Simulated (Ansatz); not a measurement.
**Na chain started as a strip of triangles: period, moment and channels by functional**

How many channels does the Na chain started as a strip of triangles carry, and how sure is the answer?

Method: DFT PBE, plane waves, PAW; relaxation of a chain's period, in the first sound run; inputs show where later runs differ, in Ansatz 0.2.0.

### 1. Set-up

The cell holds 2 atoms: 2 Na. Its edges and angles: a = 13.500 Å, b = 12.000 Å, c = 3.249 Å, α = 90.0°, β = 90.0°, γ = 90.0°. Vacuum lies along a and b. The structure's axis is c.

### 2. Relaxation of atoms and period, level PBE, cutoff 420 eV

Band widths follow the bond lengths, so the chain is relaxed first. The atoms and the third cell vector are free; the box across stays fixed as vacuum. Moments are seeded so that a magnetic state can form if it lies lower. A Fermi-Dirac smearing is set since the result may be a metal. The pressure printed is a third of the stress's trace over the whole box, vacuum included; only the stress along the axis is relaxed.

The input, input.yaml:

```yaml
crystal:
  lattice:
    - [13.5, 0.0, 0.0]
    - [0.0, 12.0, 0.0]
    - [0.0, 0.0, 3.24862]
  atoms:
    - { symbol: Na, position: [0.397202963, 0.5, 0.0], spin: 0.5 }
    - { symbol: Na, position: [0.602797037, 0.5, 0.5], spin: 0.5 }
magnetization:
  spin_polarized: true
kpoints:
  mp_grid: { grid: [1, 1, 25] }
scf:
  occupations: { method: fermi_dirac, width: 0.05 }
hamiltonian:
  xc: pbe
relax:
  cell: { fix: [a, b, alpha, beta, gamma] }
  max_steps: 60
```

Run with:

```console
> ansatz run input.yaml --threads 8 --pin off --max-ram 16384MiB --backend cpu --events-out ev --progress --plain --runs-dir out
```

Numbers of over 12 decimals in the logs are rounded to 6 here.

Output:

```text
Engine: ansatz 0.2.0, x86_64-unknown-linux-gnu
Pseudopotentials: kind: paw
Pseudopotential: Na, paw, valence charge 9, recommended cutoff 420 eV (normal), Na.paw.azcp
Functional definition: PBE
  parameter kappa = 0.804
  parameter beta = 0.066725
  exchange = pbe_x(kappa = kappa, mu = beta*pi^2/3)
  correlation = pbe_c(beta = beta)
Crystal: 2 atoms, lattice volume = 526.276 Å³
Basis set: ecut = 420 eV, 10327 PW (Γ), exchange–correlation on 192×162×48 points (8 copies of the dense FFT grid, shifted against one another)
Bands: 14, of which v1, the nominal top of the filled ones, is band 9 counted from 1 (8 counted from 0)
Symmetry: 8 space group operations
Space group: Pmma (ITA 51), of the structure as read, at distance tolerance 8.1e-5 Å
Magnetic group: BNS 51.289 (UNI 387), of the structure as read, at distance tolerance 8.1e-5 Å
k-points: 13 of 25
Non-local potential: Na, projectors of the file, l = 0: 3, l = 1: 2, l = 2: 1
PAW form: soft (Blöchl's): semilocal exchange-correlation on the pseudo side does not see the compensation charge
PAW one-centre angular grid: Na, 110 points (default); XC on 64 Gauss nodes
Initial density: superposition of atomic densities (neutral atoms: chi_scale 0, normalization atom)
Starting moments: Σ|m| = 1 μB on 2 of 2 sites
Initial wavefunctions: pseudopotential atomic-orbital guess
Functional: x = pbe(κ = 0.804, μ = 0.219515), c = pbe(β = 0.066725)
iter 1 solved again at ethr=2.19e-3 eV; its pass at ethr=3.10e-3 eV (dr2=3.93e-1 eV) is discarded
SCF iter   1: F=—  HF=-2971.708848 eV  |F-HF|=—  |Δ(HF+E_count)|=         —  Δρ=1.36e-2 (↑1.36e-2 ↓1.30e-2)  dr2=4.06e-1  dr2_m=8.40e-1  M=0.117 μB ∫|m|=0.137 μB  β_m=0.30  ethr=2.19e-3  ⟨swp⟩=1.0  Hψ=2953  notcnv=0
preconditioner: auto → LDOS  [metal: Δε(μ)=0.097 eV  Ē_g=3.536 eV  σ=0.050 eV  W_gap=0.41  n_scr=30 (ndim 8)  ℏωp=2.3 eV  f_vac=0.703  D(μ)=1.99/eV (n_scr^D=8)]
spin=Collinear: LDOS preconditioning applied to the charge; magnetization (m = ρ↑ − ρ↓) channel mixes plain (no charge-response kernel on spin).
SCF iter   2: F=—  HF=-2971.755736 eV  |F-HF|=—  |Δ(HF+E_count)|=   4.69e-2  Δρ=9.64e-3 (↑9.64e-3 ↓9.36e-3)  dr2=2.14e-1  dr2_m=4.27e-1  M=0.083 μB ∫|m|=0.099 μB  β_m=0.30  ethr=2.19e-3  ⟨swp⟩=1.8  Hψ=386  notcnv=0
SCF iter   3: F=—  HF=-2971.744404 eV  |F-HF|=—  |Δ(HF+E_count)|=   1.13e-2  Δρ=6.87e-3 (↑6.60e-3 ↓6.87e-3)  dr2=1.55e-2  dr2_m=2.17e-1  M=0.059 μB ∫|m|=0.072 μB  β_m=0.30  ethr=1.19e-3  ⟨swp⟩=2.5  Hψ=547  notcnv=0
SCF iter   4: F=—  HF=-2971.783945 eV  |F-HF|=—  |Δ(HF+E_count)|=   3.95e-2  Δρ=4.83e-3 (↑4.76e-3 ↓4.83e-3)  dr2=4.83e-3  dr2_m=1.10e-1  M=0.054 μB ∫|m|=0.063 μB  β_m=0.30  ethr=8.62e-5  ⟨swp⟩=2.9  Hψ=674  notcnv=0
SCF iter   5: F=—  HF=-2971.798430 eV  |F-HF|=—  |Δ(HF+E_count)|=   1.45e-2  Δρ=3.46e-3 (↑3.46e-3 ↓3.37e-3)  dr2=5.15e-4  dr2_m=5.62e-2  M=0.045 μB ∫|m|=0.051 μB  β_m=0.30  ethr=2.68e-5  ⟨swp⟩=2.5  Hψ=598  notcnv=0
SCF iter   6: F=—  HF=-2971.805505 eV  |F-HF|=—  |Δ(HF+E_count)|=   7.08e-3  Δρ=2.47e-3 (↑2.41e-3 ↓2.47e-3)  dr2=1.04e-4  dr2_m=2.86e-2  M=0.041 μB ∫|m|=0.045 μB  β_m=0.30  ethr=2.86e-6  ⟨swp⟩=2.0  Hψ=612  notcnv=0
Mixer restart at iter 6: flushing history
spin-set hold released at iteration 6 (site moments contracting): the magnetisation degrees of freedom join the quasi-Newton model from the next iteration; the mixer history was flushed
SCF iter   7: F=—  HF=-2971.808761 eV  |F-HF|=—  |Δ(HF+E_count)|=   3.26e-3  Δρ=1.75e-3 (↑1.73e-3 ↓1.75e-3)  dr2=6.37e-5  dr2_m=1.46e-2  M=0.036 μB ∫|m|=0.040 μB  β_m=0.65  ethr=5.77e-7  ⟨swp⟩=2.0  Hψ=568  notcnv=0
SCF iter   8: F=—  HF=-2971.812271 eV  |F-HF|=—  |Δ(HF+E_count)|=   3.51e-3  Δρ=3.00e-5 (↑2.44e-5 ↓3.00e-5)  dr2=5.45e-6  dr2_m=3.08e-6  M=0.022 μB ∫|m|=0.025 μB  β_m=0.79  ethr=3.54e-7  ⟨swp⟩=2.0  Hψ=684  notcnv=0
SCF iter   9: F=—  HF=-2971.812301 eV  |F-HF|=—  |Δ(HF+E_count)|=   2.99e-5  Δρ=1.71e-5 (↑1.30e-5 ↓1.71e-5)  dr2=1.87e-6  dr2_m=9.62e-7  M=0.018 μB ∫|m|=0.021 μB  β_m=0.89  ethr=3.03e-8  ⟨swp⟩=1.9  Hψ=476  notcnv=0
SCF iter  10: F=—  HF=-2971.812325 eV  |F-HF|=—  |Δ(HF+E_count)|=   2.34e-5  Δρ=1.11e-5 (↑9.45e-6 ↓1.11e-5)  dr2=4.10e-7  dr2_m=4.23e-7  M=0.013 μB ∫|m|=0.015 μB  β_m=0.95  ethr=1.04e-8  ⟨swp⟩=2.5  Hψ=571  notcnv=0
SCF iter  11: F=—  HF=-2971.812335 eV  |F-HF|=—  |Δ(HF+E_count)|=   1.07e-5  Δρ=7.61e-6 (↑6.82e-6 ↓7.61e-6)  dr2=7.38e-8  dr2_m=2.19e-7  M=0.009 μB ∫|m|=0.011 μB  β_m=0.97  ethr=5.56e-10  ⟨swp⟩=4.8  Hψ=1156  notcnv=0
SCF iter  12: F=—  HF=-2971.812344 eV  |F-HF|=—  |Δ(HF+E_count)|=   8.87e-6  Δρ=3.58e-6 (↑3.58e-6 ↓2.89e-6)  dr2=2.55e-8  dr2_m=4.93e-8  M=0.004 μB ∫|m|=0.005 μB  β_m=0.99  ethr=4.10e-10  ⟨swp⟩=4.8  Hψ=1148  notcnv=0
SCF iter  13: F=—  HF=-2971.812347 eV  |F-HF|=—  |Δ(HF+E_count)|=   2.61e-6  Δρ=5.96e-7 (↑5.96e-7 ↓4.50e-7)  dr2=3.62e-9  dr2_m=1.19e-9  M=0.001 μB ∫|m|=0.001 μB  β_m=0.99  ethr=1.41e-10  ⟨swp⟩=4.7  Hψ=1098  notcnv=0
SCF iter  14: F=—  HF=-2971.812347 eV  |F-HF|=—  |Δ(HF+E_count)|=   4.24e-8  Δρ=1.44e-7 (↑1.44e-7 ↓1.24e-7)  dr2=2.04e-10  dr2_m=5.59e-11  M=0.000 μB ∫|m|=0.000 μB  β_m=1.00  ethr=2.01e-11  ⟨swp⟩=3.7  Hψ=840  notcnv=0
SCF iter  15: F=-2971.812347 eV  HF=-2971.812347 eV  |F-HF|=3.27e-11  |Δ(HF+E_count)|=  9.89e-10  Δρ=4.47e-8 (↑4.47e-8 ↓2.66e-8)  dr2=3.07e-11  dr2_m=4.79e-12  M=0.000 μB ∫|m|=0.000 μB  ethr=1.13e-12  ⟨swp⟩=2.8  Hψ=731  notcnv=0
WARN: the starting moments were not kept: the SCF closed with an absolute magnetisation of 5.4e-6 μB, where they sum to 1 μB in size (2 sites). That is at most 0.1 of that sum. Measured as dr2_m measures the in/out step, that magnetisation stands 1.4e-12 eV from none, at or under the dr2_threshold of 1.0e-7 eV: it is no larger than a step whose dr2_m would equal this threshold. The system may hold no moment; this SCF [...]
SCF 1 converged in 15 iterations: F = -2971.812347 eV  dr2 = 3.07e-11
  greatest PAW one-centre occupation: 0.999 electrons in one spin orbital (limit 2), on the Na atom at site 1 (counted from 0), in its partial waves of l = 0
relax step   1: F+E_penalty+E_count = -2971.81234684 eV  Δ(F+E_penalty+E_count) = +0.000e0 eV  max|allowed force component| = 2.998e-1 eV/Å  Δτ_max = 0.0000 Å  P = +0.212 GPa  Ω = 526.276 Å³  fix = [a, b, alpha, beta, gamma]  reactions: a +0.264, b -0.004 GPa  (15 SCF iters, dr2 threshold 1.00e-7 eV, accepted)
Crystal: 2 atoms, lattice volume = 531.265 Å³
Basis set: ecut = 420 eV, 10419 PW (Γ), exchange–correlation on 192×162×48 points (8 copies of the dense FFT grid, shifted against one another)
Initial density: handed on by an earlier stage of this run
[...]
relax step   5: F+E_penalty+E_count = -2971.90082770 eV  Δ(F+E_penalty+E_count) = -1.482e-3 eV  max|allowed force component| = 1.062e-2 eV/Å  Δτ_max = 0.0283 Å  P = +0.007 GPa  Ω = 564.505 Å³  energy of the carried Pulay correction = -7.522e-5 eV  fix = [a, b, alpha, beta, gamma]  reactions: a +0.002, b -0.005 GPa  (9 SCF iters, dr2 threshold 4.50e-8 eV, accepted)
[...]
relax step   6: F+E_penalty+E_count = -2971.90147085 eV  Δ(F+E_penalty+E_count) = -6.431e-4 eV  max|allowed force component| = 8.065e-3 eV/Å  Δτ_max = 0.0307 Å  P = +0.005 GPa  Ω = 571.015 Å³  energy of the carried Pulay correction = -8.751e-5 eV  fix = [a, b, alpha, beta, gamma]  reactions: a +0.018, b -0.005 GPa  (10 SCF iters, dr2 threshold 7.05e-9 eV, accepted)
Initial wavefunctions: pseudopotential atomic-orbital guess (no wavefunctions were taken with the density)
iter 1 solved again at ethr=3.44e-7 eV; its pass at ethr=3.10e-3 eV (dr2=6.20e-5 eV) is discarded
SCF iter   1: F=—  HF=-2971.883934 eV  |F-HF|=—  |Δ(HF+E_count)|=         —  Δρ=8.20e-5 (↑8.20e-5 ↓8.20e-5)  dr2=3.57e-5  dr2_m=1.31e-11  M=-0.000 μB ∫|m|=0.000 μB  β_m=0.30  ethr=3.44e-7  ⟨swp⟩=3.4  Hψ=3298  notcnv=0
preconditioner: auto → Resta (q_TF=auto, 1.533 Å⁻¹)  ε∞=1.5  [insulator: Δε(μ)=0.136 eV  Ē_g=2.997 eV  σ=0.050 eV  W_gap=0.52  n_scr=30 (ndim 8)  ℏωp=2.2 eV  f_vac=0.721  D(μ)=1.69/eV (n_scr^D=8)  ε∞_Penn≈1.5  vacuum switching on, ρ_ref=6.5e-4 e/Å³]
spin=Collinear: Resta preconditioning applied to the charge; magnetization (m = ρ↑ − ρ↓) channel mixes plain (no charge-response kernel on spin).
SCF iter   2: F=—  HF=-2971.890488 eV  |F-HF|=—  |Δ(HF+E_count)|=   6.55e-3  Δρ=5.70e-5 (↑5.70e-5 ↓5.70e-5)  dr2=6.71e-6  dr2_m=1.08e-11  M=-0.000 μB ∫|m|=0.000 μB  β_m=0.41  ethr=1.98e-7  ⟨swp⟩=2.3  Hψ=498  notcnv=0
SCF iter   3: F=—  HF=-2971.898744 eV  |F-HF|=—  |Δ(HF+E_count)|=   8.26e-3  Δρ=2.40e-5 (↑2.40e-5 ↓2.40e-5)  dr2=2.59e-6  dr2_m=8.03e-12  M=-0.000 μB ∫|m|=0.000 μB  β_m=0.64  ethr=3.73e-8  ⟨swp⟩=3.8  Hψ=646  notcnv=0
SCF iter   4: F=—  HF=-2971.901214 eV  |F-HF|=—  |Δ(HF+E_count)|=   2.47e-3  Δρ=9.64e-6 (↑9.64e-6 ↓9.62e-6)  dr2=2.41e-6  dr2_m=6.27e-12  M=-0.000 μB ∫|m|=0.000 μB  β_m=0.82  ethr=1.44e-8  ⟨swp⟩=2.8  Hψ=524  notcnv=0
SCF iter   5: F=—  HF=-2971.901613 eV  |F-HF|=—  |Δ(HF+E_count)|=   3.98e-4  Δρ=1.99e-6 (↑1.99e-6 ↓1.97e-6)  dr2=2.22e-7  dr2_m=4.15e-12  M=-0.000 μB ∫|m|=0.000 μB  β_m=0.84  ethr=1.34e-8  ⟨swp⟩=1.9  Hψ=400  notcnv=0
SCF iter   6: F=—  HF=-2971.901634 eV  |F-HF|=—  |Δ(HF+E_count)|=   2.15e-5  Δρ=5.20e-7 (↑5.20e-7 ↓5.10e-7)  dr2=2.31e-8  dr2_m=2.82e-12  M=-0.000 μB ∫|m|=0.000 μB  β_m=0.92  ethr=1.23e-9  ⟨swp⟩=2.5  Hψ=494  notcnv=0
SCF iter   7: F=—  HF=-2971.901635 eV  |F-HF|=—  |Δ(HF+E_count)|=   5.91e-7  Δρ=2.42e-7 (↑2.42e-7 ↓2.38e-7)  dr2=2.59e-9  dr2_m=1.91e-12  M=-0.000 μB ∫|m|=0.000 μB  β_m=0.83  ethr=1.29e-10  ⟨swp⟩=2.8  Hψ=592  notcnv=0
SCF iter   8: F=—  HF=-2971.901635 eV  |F-HF|=—  |Δ(HF+E_count)|=   8.07e-9  Δρ=4.80e-8 (↑3.94e-8 ↓4.80e-8)  dr2=2.24e-10  dr2_m=1.42e-12  M=-0.000 μB ∫|m|=0.000 μB  β_m=0.91  ethr=1.44e-11  ⟨swp⟩=2.8  Hψ=601  notcnv=0
SCF iter   9: F=—  HF=-2971.901820 eV  |F-HF|=—  |Δ(HF+E_count)|=   1.86e-4  Δρ=4.70e-7 (↑4.70e-7 ↓4.63e-7)  dr2=7.20e-9  dr2_m=9.10e-13  M=-0.000 μB ∫|m|=0.000 μB  β_m=0.91  ethr=1.24e-12  ⟨swp⟩=5.0  Hψ=1008  notcnv=0
SCF iter  10: F=—  HF=-2971.901820 eV  |F-HF|=—  |Δ(HF+E_count)|=   1.06e-8  Δρ=4.96e-7 (↑4.96e-7 ↓4.88e-7)  dr2=8.00e-9  dr2_m=9.35e-13  M=-0.000 μB ∫|m|=0.000 μB  β_m=0.96  ethr=1.24e-12  ⟨swp⟩=1.8  Hψ=396  notcnv=0
SCF iter  11: F=—  HF=-2971.901820 eV  |F-HF|=—  |Δ(HF+E_count)|=   9.11e-8  Δρ=2.11e-7 (↑2.11e-7 ↓2.04e-7)  dr2=1.58e-9  dr2_m=5.18e-13  M=-0.000 μB ∫|m|=0.000 μB  β_m=0.90  ethr=1.24e-12  ⟨swp⟩=2.8  Hψ=636  notcnv=0
SCF iter  12: F=—  HF=-2971.901820 eV  |F-HF|=—  |Δ(HF+E_count)|=   1.13e-8  Δρ=1.20e-7 (↑1.20e-7 ↓1.15e-7)  dr2=4.73e-10  dr2_m=3.56e-13  M=-0.000 μB ∫|m|=0.000 μB  β_m=0.95  ethr=1.24e-12  ⟨swp⟩=2.8  Hψ=538  notcnv=0
SCF iter  13: F=—  HF=-2971.901820 eV  |F-HF|=—  |Δ(HF+E_count)|=   5.17e-9  Δρ=4.13e-8 (↑3.84e-8 ↓4.13e-8)  dr2=5.08e-11  dr2_m=1.30e-13  M=-0.000 μB ∫|m|=0.000 μB  β_m=0.98  ethr=1.24e-12  ⟨swp⟩=2.7  Hψ=556  notcnv=0
SCF iter  14: F=-2971.901820 eV  HF=-2971.901820 eV  |F-HF|=8.28e-11  |Δ(HF+E_count)|=  6.05e-10  Δρ=1.67e-8 (↑1.40e-8 ↓1.67e-8)  dr2=6.95e-12  dr2_m=1.08e-13  M=-0.000 μB ∫|m|=0.000 μB  ethr=1.00e-12  ⟨swp⟩=5.1  Hψ=1200  notcnv=0
the starting moments were not kept: the SCF closed with an absolute magnetisation of 1.1e-5 μB, where they sum to 1 μB in size (2 sites). That is at most 0.1 of that sum. Measured as dr2_m measures the in/out step, that magnetisation stands 3.1e-12 eV from none, at or under the dr2_threshold of 2.0e-11 eV: it is no larger than a step whose dr2_m would equal this threshold.
SCF 7 converged in 14 iterations: F = -2971.901820 eV  dr2 = 6.95e-12
relax step   7: F+E_penalty+E_count = -2971.90182035 eV  Δ(F+E_penalty+E_count) = -3.495e-4 eV  max|allowed force component| = 8.059e-3 eV/Å  Δτ_max = 0.0000 Å  P = +0.007 GPa  Ω = 571.015 Å³  fix = [a, b, alpha, beta, gamma]  reactions: a +0.018, b -0.004 GPa  stress off target by 7.59e-3 GPa on what of the cell is left free  SCF on the basis re-selected at this cell (its energy is not comparable with the rows above)  (14 SCF iters)
basis re-selected at this cell: Δ(F+E_penalty+E_count) = -3.495e-4 eV, ΔP = +0.002 GPa vs the last step (what re-selecting the basis moved, of the pressure what is left beyond the Pulay correction that the steps carried, after the strain that the cell walked since its last selection, with what the two solves' SCF thresholds leave and, on support functions, any second-order correction that the steps lacked; it is no m [...]
SCF converged after 14 iterations
Magnetization: -0.0000 μB (9.0000 up, 9.0000 down)
Absolute magnetization: 0.0000 μB (∫|ρ↑−ρ↓|, with the PAW one-centre terms)
Spin contamination: 0.0000 ħ² per cell (⟨S²⟩ above its minimum at these occupations)
Per-site moments (μB) at R_I (Å): [(-1.401781249016055e-6, 1.453974), (-1.401781248999575e-6, 1.453974)]
Free energy (F): -2971.901820 eV
Harris-Foulkes:  -2971.901820 eV  (|F-HF|=8.28e-11)
Internal energy: -2971.887334 eV  (E = F + TS)
E sigma→0 (E₀):  -2971.894577 eV
Entropy (-TS):   -0.014486 eV (-7.243 meV/atom)
Fermi energy:    -2.095766 eV
--- Per-component energies (eV) ---
  E_band       = -557.548918
  E_kinetic    = 239.819444
  E_local      = -4899.971256  (includes V_loc(G=0)·N_el)
  E_nonlocal   = 230.179480
  E_hartree    = 2024.816735
  E_xc         = -75.635450
  E_vxc        = -97.120995  (∫ρ·V_xc dr)
  E_paw        = -526.413647  (= ΣΔE_a)
  E_vpaw       = -80.088999  (= ΣTr[D̂ρ^β])
  E_aug_tail   = -0.000061  (compensation charges beyond the density's cutoff)
  E_ewald      = 35.317422
  E_smearing   = -0.014486  (= −TS)
  E_closure    = 0.000000  (closes the sum)
  Σ components = -2971.901820   (vs F -2971.901820, Δ=0.00e0)
--- Forces (eV/Å), atoms counted from 1 ---
  atom   1  Na    -0.00805887     0.00000000     0.00000000
  atom   2  Na     0.00805887     0.00000000    -0.00000000
  max |Σ_I F_I| component: 0.00e0 eV/Å
--- Stress (GPa, compression-positive) ---
        0.018323      -0.000000      -0.000000
       -0.000000      -0.004478      -0.000000
       -0.000000      -0.000000       0.007592
  P = ⅓ Tr σ = 0.0071 GPa (0.071 kbar)
--- Relaxed structure (6 steps of the walk, 6 accepted, 1 SCFs on fresh bases) ---
  F+E_penalty+E_count = -2971.90182035 eV   max|allowed force component| = 8.059e-3 eV/Å   (the final SCF, on the basis selected at the relaxed cell)
  cell:  # Å, volume = 571.0151 Å³
    - [13.5, 0.0, 0.0]
    - [0.0, 12.0, 0.0]
    - [0.0, 0.0, 3.524785]
  atoms:
    - { symbol: Na, position: [0.386234, 0.5, 0.0] }
    - { symbol: Na, position: [0.613766, 0.5, 0.500000] }
```

Elapsed: 19 s, on 8 threads of AMD EPYC 9R14 (Zen 4), shared host; peak memory 1 GiB; 94 s of CPU time.

Step by step:

```
step  energy less that of the first step (eV)  largest force component (eV/Å)  pressure (GPa)  volume (Å³)
   1                                   0.0000                          0.2998            0.21       526.28
   2                                  -0.0342                          0.2033            0.16       531.26
   3                                  -0.0807                          0.0357            0.05       548.20
   4                                  -0.0870                          0.0268            0.00       561.69
   5                                  -0.0885                          0.0106            0.01       564.51
   6                                  -0.0891                          0.0081            0.01       571.02
  7*                                  -0.0895                          0.0081            0.01       571.02
```

Relaxation steps marked * repeat the geometry before them on a plane-wave basis chosen anew for their cell, so energy and pressure can jump there.

The run keeps the 8 symmetry operations that it works with, so distortions that break them were not tested.

```
cell as run  before  after  change
      c (Å)   3.249  3.525  +8.5 %
```

The atoms that moved most (Å, along periodic axes as changes of fractional coordinates times the final cell, across vacuum about the mean position):

```
atom      dx     dy     dz  length
 Na1  -0.148  0.000  0.000   0.148
 Na2   0.148  0.000  0.000   0.148
```

The relaxed structure:

```xyz
2
Lattice="13.5000 0.0000 0.0000 0.0000 12.0000 0.0000 0.0000 0.0000 3.5248" Properties=species:S:1:pos:R:3
Na    5.2142    6.0000    0.0000
Na    8.2858    6.0000    1.7624
```

This step gave:

```
energy at zero smearing    : -2971.8946 eV
cell length along the wire : 3.525 Å
```

The cell's length comes to 3.525 Å with no moment.

(Continued in part 2 of 4.)

[Logs are printed without paths, hosts, clocks, repeated set-up lines and the standing remarks that a program may print on its own settings, such as how far it seeks lower states.]

[Hosts, paths, dates, database ids (printed as entryN), source tags and the programs' standing remarks are cut or masked in the printed files.]
